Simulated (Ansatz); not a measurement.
# What MgSiS3 (model cell, started as cubic perovskite with Si in the octahedra) distorts into

Wanted: the energy along a soft mode of MgSiS3 (model cell, started as cubic perovskite with Si in the octahedra) and the structure at the end.

Program: Ansatz 0.2.0. Level of theory: DFT LDA, scalar-relativistic, plane waves, PAW; PAW set soft_1. Results are calculated unless marked as measured.

This is a report of a sequence of runs, with most program output left out.

The structure was built from a prototype and need not be the compound's stable phase.

**1. The structure**

It takes space group Pm-3m (No. 221, cubic). Conventional cell: a = 4.469 Å, b = 4.469 Å, c = 4.469 Å, α = 90.00°, β = 90.00°, γ = 90.00°. Mg has 12 S at 3.16 Å nearest. Nearest to Si lie 6 S at 2.23 Å. S has 2 Si at 2.23 Å and 4 Mg at 3.16 Å nearest. Farther neighbours and most contacts between anions are not listed.

**2. Phonons on a q mesh**

The cell comes from relaxations at this level that are not shown. Stability and thermal properties need the whole zone. Linear response on a 4×4×4 q mesh gives force constants as far as a supercell of that size would.

The input, input.yaml:

```yaml
crystal:
  lattice:
    - [4.4685187904, 0.0, 0.0]
    - [0.0, 4.4685187904, 0.0]
    - [0.0, 0.0, 4.4685187904]
  atoms:
    - { symbol: Mg, position: [0.0, 0.0, 0.0] }
    - { symbol: Si, position: [0.5, 0.5, 0.5] }
    - { symbol: S, position: [0.5, 0.5, 0.0] }
    - { symbol: S, position: [0.5, 0.0, 0.5] }
    - { symbol: S, position: [0.0, 0.5, 0.5] }
kpoints:
  mp_grid: { grid: [8, 8, 8] }
hamiltonian:
  xc: lda
  pseudopotentials: { kind: paw, azcp: { folder: soft_1 }, xc_functional: pbe }
scf:
  occupations: { method: methfessel_paxton, width: 0.2 }
output:
  eigenvalues: true
phonons:
  method: dfpt
  qmesh: [4, 4, 4]
  temperatures: { t_max: 1000, t_step: 50 }
  qpath:
    path:
      - [[0.0, 0.0, 0.0], [0.0, 0.5, 0.0], [0.5, 0.5, 0.0], [0.0, 0.0, 0.0], [0.5, 0.5, 0.5], [0.0, 0.5, 0.0]]
      - [[0.5, 0.5, 0.5], [0.5, 0.5, 0.0]]
    npoints: 10
```

Started as:

```bash
ansatz run input.yaml --threads 4 --pin off --max-ram 16384MiB --backend cpu --events-out ev --progress --plain --runs-dir out
```

Run time: 9.3 min. Hardware: 4 threads of Arm Neoverse V1, shared host; peak memory 2.1 GiB; 37 min of CPU time.

This step gave:

| Item | Value |
| --- | --- |
| volume per atom | 17.85 Å³ |
| gap on the k-mesh | 0 eV |
| sum-rule residual before enforcement | 4.32e-5 eV/Å² |
| lowest frequency on the path | -264.1 cm⁻¹ |
| point group | m-3m |
| highest frequency on the path or at a solved wavevector | 431.7 cm⁻¹ |
| highest optical mode at the zone centre (no LO-TO term) | 409.3 cm⁻¹ |
| lowest optical zone-centre mode | -229.7 cm⁻¹ |
| lowest mode on the q mesh (acoustic modes at Γ apart) | -264.1 cm⁻¹ |

Frequencies (cm⁻¹) solved at each irreducible wavevector; negative means imaginary. Frequencies by wavevector, by row:

```csv
q in reciprocal lattice units,star,mode 1,mode 2,mode 3,mode 4,mode 13,mode 14,mode 15
0 0 0,1,-229.7,-229.7,-229.7,-179.1,409.3,409.3,409.3
0 0 0.25,6,-239.1,-176.4,-176.4,-167.9,393.1,406.1,406.1
0 0 -0.5,3,-264.1,-171.7,-171.7,-151.3,365.3,405.7,405.7
0 0.25 0.25,12,-211.5,-190.4,-168.4,-161.6,372.5,402.5,409.6
0 0.25 -0.5,12,-235.8,-203,-163.2,-156.4,346.6,401.6,404.8
0 -0.5 -0.5,3,-231.3,-201.5,-201.5,-114.6,348.7,395.8,397.9
0.25 0.25 0.25,8,-204.1,-196.1,-196.1,-154.9,367.9,367.9,422.6
0.25 0.25 -0.5,12,-227.2,-221.9,-188.7,-162.4,351.4,368.6,427.6
0.25 -0.5 -0.5,6,-233.9,-221.1,-221.1,-154.2,360.1,360.1,427.4
-0.5 -0.5 -0.5,1,-237.6,-237.6,-237.6,-159.5,369.5,369.5,426.6
```

Interpolated from a 4×4×4 q mesh. Phonon branches along the path, in cm⁻¹:

```csv
point,branch 1,branch 2,branch 3,branch 4,branch 12,branch 13,branch 14,branch 15
Γ,-230,-230,-230,-179,0,409,409,409
halfway,-239,-176,-176,-168,202,393,406,406
X,-264,-172,-172,-151,325,365,406,406
halfway,-236,-203,-163,-156,340,347,402,405
M,-231,-202,-202,-115,349,349,396,398
halfway,-212,-190,-168,-162,222,372,402,410
Γ,-230,-230,-230,-179,0,409,409,409
halfway,-204,-196,-196,-155,242,368,368,423
R,-238,-238,-238,-160,370,370,370,427
halfway,-227,-222,-189,-162,339,351,369,428
X,-264,-172,-172,-151,325,365,406,406
jump to R,-238,-238,-238,-160,370,370,370,427
halfway,-234,-221,-221,-154,350,360,360,427
M,-231,-202,-202,-115,349,349,396,398
```

Symmetry leaves 10 wavevectors to solve. The lowest mode among them, the acoustic zeros apart, lies at q = (0, 0, -0.5) and is imaginary, 264.1i cm⁻¹, so the energy falls along it.

**3. The mode frozen in, largest atomic shift 0 Å**

The mode followed lies at q = (-0.5, -0.5, -0.5) with frequency 237.6i cm⁻¹ and is 3-fold degenerate, one of the unstable modes though not the softest. At small amplitude the distorted cell has space group no. 140 by a symmetry search on the positions. The undistorted cell that holds it gives the zero of energy on the same k mesh.

System of this step: MgSiS3 (model cell, started as cubic perovskite with Si in the octahedra). Symmetry: Pm-3m, No. 221, cubic system. Conventional cell: a = 4.469 Å, b = 4.469 Å, c = 4.469 Å, α = 90.00°, β = 90.00°, γ = 90.00°. Mg has 12 S at 3.16 Å nearest. Nearest to Si lie 6 S at 2.23 Å. S has 2 Si at 2.23 Å and 4 Mg at 3.16 Å nearest. Farther neighbours and most contacts between anions are not listed.

input.yaml, the sections that differ from step 2:

```yaml
crystal:
  lattice:
    - [4.4685187904, 4.4685187904, 0.0]
    - [4.4685187904, 0.0, 4.4685187904]
    - [4.4685187904, 0.0, -4.4685187904]
  atoms:
    - { symbol: Mg, position: [0.0, 0.0, 0.0] }
    - { symbol: Mg, position: [0.0, 0.5, 0.5] }
    - { symbol: Si, position: [0.5, 0.25, 0.75] }
    - { symbol: Si, position: [0.5, 0.75, 0.25] }
    - { symbol: S, position: [0.5, 0.0, 0.0] }
    - { symbol: S, position: [0.5, 0.5, 0.5] }
    - { symbol: S, position: [0.0, 0.5, 0.0] }
    - { symbol: S, position: [0.0, 0.0, 0.5] }
    - { symbol: S, position: [0.5, 0.0, 0.5] }
    - { symbol: S, position: [0.5, 0.5, 0.0] }
output:
  forces: true
  stress: true
  eigenvalues: true
# kpoints, hamiltonian, scf: as in step 2
# phonons: removed
```

It took 3.3 s on 4 threads; peak memory 0.54 GiB.

Numbers from this step:

```yaml
pressure: 0.1070 GPa
energy_from_the_undistorted_cell: 0 meV/atom
```

The run ends at a pressure of 0.11 GPa.

**4. The mode frozen in, largest atomic shift 0.6 Å**

The atoms are moved along the unstable eigenvector, the largest shift by 0.6 Å, with the cell fixed.

input.yaml, the sections that differ from step 3:

```yaml
crystal:
  lattice:
    - [4.4685187904, 4.4685187904, 0.0]
    - [4.4685187904, 0.0, 4.4685187904]
    - [4.4685187904, 0.0, -4.4685187904]
  atoms:
    - { symbol: Mg, position: [0.0, 0.0, 0.0] }
    - { symbol: Mg, position: [0.0, 0.5, 0.5] }
    - { symbol: Si, position: [0.5, 0.25, 0.75] }
    - { symbol: Si, position: [0.5, 0.75, 0.25] }
    - { symbol: S, position: [0.5, 0.0671363407, 0.0671363407] }
    - { symbol: S, position: [0.5, 0.4328636593, 0.4328636593] }
    - { symbol: S, position: [0.0, 0.5, 0.0] }
    - { symbol: S, position: [0.0, 0.0, 0.5] }
    - { symbol: S, position: [0.5, -0.0671363407, 0.5671363407] }
    - { symbol: S, position: [0.5, 0.5671363407, -0.0671363407] }
# kpoints, hamiltonian, scf, output: as in step 3
```

Wall time 7.1 s (4 threads); peak memory 0.65 GiB.

Numbers from this step:

```
pressure                         : -2.872 GPa
energy from the undistorted cell : -230.7 meV/atom
```

The energy, extrapolated to zero smearing, is -230.69 meV/atom against the undistorted cell.

The run ends at a pressure of -2.87 GPa, with forces up to 0.69 eV/Å.

**5. Energy along the mode, all amplitudes (two of the runs are shown above)**

An imaginary frequency means negative curvature, so the energy should fall and then rise again as anharmonic terms take over.

Numbers from this step:

```yaml
depth_at_the_lowest_point_sampled: 230.7 meV/atom
largest_atomic_shift_at_that_point: 0.6 Å
```

Table of energy from the parent by largest atomic shift:

```csv
largest atomic shift (Å),energy from the parent (meV/atom)
0.000,0
0.040,-2.06
0.080,-8.06
0.140,-23.9
0.220,-56.0
0.320,-106
0.450,-172
0.600,-231
```

Displacement at unit largest shift by atom:

```csv
atom,x (Å),y (Å),z (Å),size
Mg1,0.00,0.00,0.00,0.00
Mg2,0.00,0.00,0.00,0.00
Si3,0.00,0.00,0.00,0.00
Si4,0.00,0.00,0.00,0.00
S5,1.00,0.00,0.00,1.00
S6,-1.00,0.00,0.00,1.00
S7,0.00,0.00,0.00,0.00
S8,0.00,0.00,0.00,0.00
S9,0.00,0.00,-1.00,1.00
S10,0.00,0.00,1.00,1.00
```

The lowest of the steps tried is the last one, at 0.6 Å, 231 meV/atom below the parent; the bottom of the well need not coincide with a step.

**6. Relaxation from the frozen mode**

Starting from the lowest point found, all atoms and the cell are let go, so that strain and other modes of the same symmetry can join in.

Changes to input.yaml since step 4:

```diff
@@ -27 +27,6 @@
   eigenvalues: true
+relax:
+  adjacent_minimum: "off"
+  f_tol: 0.002
+  max_steps: 120
+  cell: { stress_tol: 0.03 }
```

Run time: 52 s. Hardware: 4 threads; peak memory 0.69 GiB.

Relaxation path:

```csv
step,energy less that of the first step (eV),largest force component (eV/Å),pressure (GPa),volume (Å³)
1,0.0000,0.6945,-2.87,178.45
2,-0.2850,0.6210,0.80,169.12
3,-0.3661,0.0153,-0.31,171.13
4,-0.4088,0.0143,0.31,169.48
5,-0.4185,0.0618,-0.55,170.79
6,-0.4211,0.0111,0.23,169.40
7,-0.4215,0.0005,0.00,169.82
8*,-0.4201,0.0005,0.00,169.82
```

Relaxation steps marked * repeat the geometry before them on a plane-wave basis chosen anew for their cell, so energy and pressure can jump there.

Forces are held to the 16 operations that the run works with; a distortion that breaks them can't arise in this run.

```csv
"conventional cell, symmetrised",before,after,change
a (Å),6.319,6.050,-4.3 %
b (Å),6.319,6.050,-4.3 %
c (Å),8.937,9.280,+3.8 %
volume (Å³/atom),17.85,16.98,-4.8 %
```

The atoms that moved most (Å, as changes of fractional coordinates times the final cell):

```csv
atom,dx,dy,dz,length
S6,-0.122,0.000,0.000,0.122
S5,0.122,0.000,0.000,0.122
S9,0.000,0.000,-0.122,0.122
S10,0.000,0.000,0.122,0.122
```

The relaxed structure:

```cif
data_structure
_symmetry_space_group_name_H-M 'P 1'
_symmetry_Int_Tables_number 1
_cell_length_a 6.3110
_cell_length_b 6.0497
_cell_length_c 6.0497
_cell_angle_alpha 90.000
_cell_angle_beta 61.361
_cell_angle_gamma 61.361
_cell_volume 169.82
loop_
_atom_site_label
_atom_site_type_symbol
_atom_site_fract_x
_atom_site_fract_y
_atom_site_fract_z
_atom_site_occupancy
Mg1 Mg 0.00000 0.00000 0.00000 1
Mg2 Mg 0.00000 0.50000 0.50000 1
Si3 Si 0.50000 0.25000 0.75000 1
Si4 Si 0.50000 0.75000 0.25000 1
S5 S 0.50000 0.08141 0.08141 1
S6 S 0.50000 0.41859 0.41859 1
S7 S 0.00000 0.50000 0.00000 1
S8 S 0.00000 0.00000 0.50000 1
S9 S 0.50000 0.91859 0.58141 1
S10 S 0.50000 0.58141 0.91859 1
```

Numbers from this step:

| Item | Value |
| --- | --- |
| pressure | 9.85e-4 GPa |
| volume per atom | 16.98 Å³ |

The distorted start has space group I4/mcm; the relaxation ends in I4/mcm.

**7. The new phase in its own primitive cell**

The relaxed structure is symmetrised, reduced to its primitive cell and relaxed tightly, as its phonons need.

input.yaml, the sections that differ from step 6:

```yaml
crystal:
  lattice:
    - [-3.0248335625, 3.0248335625, 4.6400244013]
    - [3.0248335625, -3.0248335625, 4.6400244013]
    - [3.0248335625, 3.0248335625, -4.6400244013]
  atoms:
    - { symbol: Mg, position: [0.75, 0.25, 0.5] }
    - { symbol: Mg, position: [0.25, 0.75, 0.5] }
    - { symbol: Si, position: [0.0, 0.0, 0.0] }
    - { symbol: Si, position: [0.5, 0.5, 0.0] }
    - { symbol: S, position: [0.6685871308, 0.1685871308, 0.8371742617] }
    - { symbol: S, position: [0.3314128692, 0.8314128692, 0.1628257383] }
    - { symbol: S, position: [0.75, 0.75, 0.0] }
    - { symbol: S, position: [0.25, 0.25, 0.0] }
    - { symbol: S, position: [0.1685871308, 0.3314128692, 0.5] }
    - { symbol: S, position: [0.8314128692, 0.6685871308, 0.5] }
relax:
  adjacent_minimum: "off"
  f_tol: 0.001
  max_steps: 60
  cell: { stress_tol: 0.01 }
# kpoints, hamiltonian, scf, output: as in step 6
```

The job ended after 15 s (4 threads; peak memory 0.67 GiB; 58 s of CPU time).

Little changed from the start: no atom moved by 0.005 Å and no cell edge by 0.1 %.

This step gave:

```
pressure : 9.90e-4 GPa
```

The largest force component left is 0.35 meV/Å and the pressure is 0.001 GPa, within the tolerances set. The cell now holds 16.98 Å³/atom.

**8. Modes of the new phase**

A relaxed structure may still be a saddle point, so its zone-centre modes are computed. No field response is asked, since the mesh shows no gap.

Changes to input.yaml since step 7:

```diff
@@ -10,3 +10,3 @@
     - { symbol: Si, position: [0.5, 0.5, 0.0] }
-    - { symbol: S, position: [0.6685871308, 0.1685871308, 0.8371742617] }
+    - { symbol: S, position: [0.6685871308, 0.1685871308, 0.8371742616] }
     - { symbol: S, position: [0.3314128692, 0.8314128692, 0.1628257383] }
@@ -24,9 +24,4 @@
 output:
-  forces: true
-  stress: true
   eigenvalues: true
-relax:
-  adjacent_minimum: "off"
-  f_tol: 0.001
-  max_steps: 60
-  cell: { stress_tol: 0.01 }
+phonons:
+  method: dfpt
```

Run time: 8.3 min. Hardware: 4 threads; peak memory 4.8 GiB; 32 min of CPU time.

This step gave:

```yaml
sum_rule_residual_before_enforcement: 6.62e-5 eV/Å²
point_group: 4/mmm
highest_optical_mode_at_the_zone_centre_no_lo_to_term: 409.2 cm⁻¹
lowest_optical_zone_centre_mode: -223.9 cm⁻¹
```

Patterns of degenerate modes are one choice out of their space. Modes at Γ, with each element's share of the kinetic energy (negative means imaginary):

```csv
mode,frequency (cm⁻¹),symmetry,Mg %,Si %,S %
1,-223.9,Eg,18,0,82
2,-223.9,Eg,18,0,82
3,-169.6,Eu,33,2,65
4,-169.6,Eu,33,2,65
5,-138.8,A2u,0,77,22
6,0.0,acoustic,16,19,65
7,0.0,acoustic,16,19,65
8,0.0,acoustic,16,19,65
9,78.3,Eg,79,0,21
10,78.3,Eg,79,0,21
11,101.7,Eu,50,18,32
12,101.7,Eu,50,18,32
13,162.4,B2g,98,0,2
14,170.0,A2u,82,2,16
15,185.3,Eu,1,36,64
16,185.3,Eu,1,36,64
17,189.5,B1u,0,0,100
18,201.3,Eg,2,0,98
19,201.3,Eg,2,0,98
20,227.7,A2g,0,0,100
21,277.7,A1g,0,0,100
22,282.3,B1g,0,0,100
23,298.7,B2g,2,0,98
24,322.4,A2u,2,2,97
25,333.9,A1u,0,100,0
26,393.0,Eu,0,79,21
27,393.0,Eu,0,79,21
28,393.4,A2g,0,0,100
29,409.2,Eu,0,46,54
30,409.2,Eu,0,46,54
```

Displacements in mode 1 (-223.9 cm⁻¹), the largest set to 1:
```
Mg1 -0.62  0.00  0.00
Mg2  0.62  0.00  0.00
Si3  0.00  0.00  0.00
Si4  0.00  0.00  0.00
S5   0.00  0.00  0.37
S6   0.00  0.00 -0.37
S7   1.00  0.00  0.00
S8  -1.00  0.00  0.00
S9   0.00  0.00  0.37
S10  0.00  0.00 -0.37
```

Displacements in mode 19 (201.3 cm⁻¹), the largest set to 1:
```
Mg1 -0.28  0.00  0.00
Mg2  0.28  0.00  0.00
Si3  0.00  0.00  0.00
Si4  0.00  0.00  0.00
S5   0.00  0.00  1.00
S6   0.00  0.00 -1.00
S7  -0.87  0.00  0.00
S8   0.87  0.00  0.00
S9   0.00  0.00  0.99
S10  0.00  0.00 -0.99
```

Before it was imposed, the acoustic sum rule was missed by 6.6e-5 eV/Å². Small misses are needed for a sound result but don't prove that mesh and cutoff are converged. The lowest optical mode is imaginary, 223.9i cm⁻¹, so the energy falls along it.

**9. Results**

| Quantity | Value |
| --- | --- |
| unstable mode of the parent | q = (-0.5, -0.5, -0.5), 238i cm⁻¹ |
| depth at the lowest point sampled | 231 meV/atom |
| largest atomic shift at that point | 0.6 Å |
| space group reached (within 0.01 Å) | I4/mcm |
| energy gained over the parent (first relaxation, on the mesh of the frozen mode) | 273 meV/atom |
| volume per atom, phase reached | 17.0 Å³ |
| lowest optical zone-centre mode, phase reached | -224 cm⁻¹ |
| highest optical mode at the zone centre (no LO-TO term), phase reached | 409 cm⁻¹ |

In words: Along this mode the structure falls into I4/mcm, 273 meV/atom below the parent. At the parent's cell the well is 230.7 meV/atom deep on the steps tried, with its lowest point at a shift of 0.6 Å. That is the last step tried, so the steps alone don't bracket the bottom of the well. Relaxing atoms and cell changes the gain by +42.23 meV/atom against the lowest step (energies at zero smearing). The new phase still has an imaginary mode at the zone centre of its cell, so it is a saddle point on the way to a lower structure. Of the 4 patterns followed to their end from this parent, this one ends 173 meV/atom above the lowest, R-3c. Each path keeps the symmetry of its pattern, so a lower phase may lie along a pattern not tried. With no gap, or one that is small against the smearing, the frequencies hang on the k mesh and the smearing, most of all near Kohn anomalies. A semilocal functional can close a gap that the real compound would have, so the metallic treatment may be an artefact of the level. The PAW files were made for PBE and serve the other functionals too. A phonon run warned that its eigensolver left some bands unconverged in a pass. The starting cell was built on a prototype and not taken from a measurement, so the phase need not exist.

[Logs are printed without paths, hosts, clocks, repeated set-up lines and the standing remarks that a program may print on its own settings, such as how far it seeks lower states.]

[Hosts, paths, dates, database ids (printed as entryN), source tags and the programs' standing remarks are cut or masked in the printed files.]
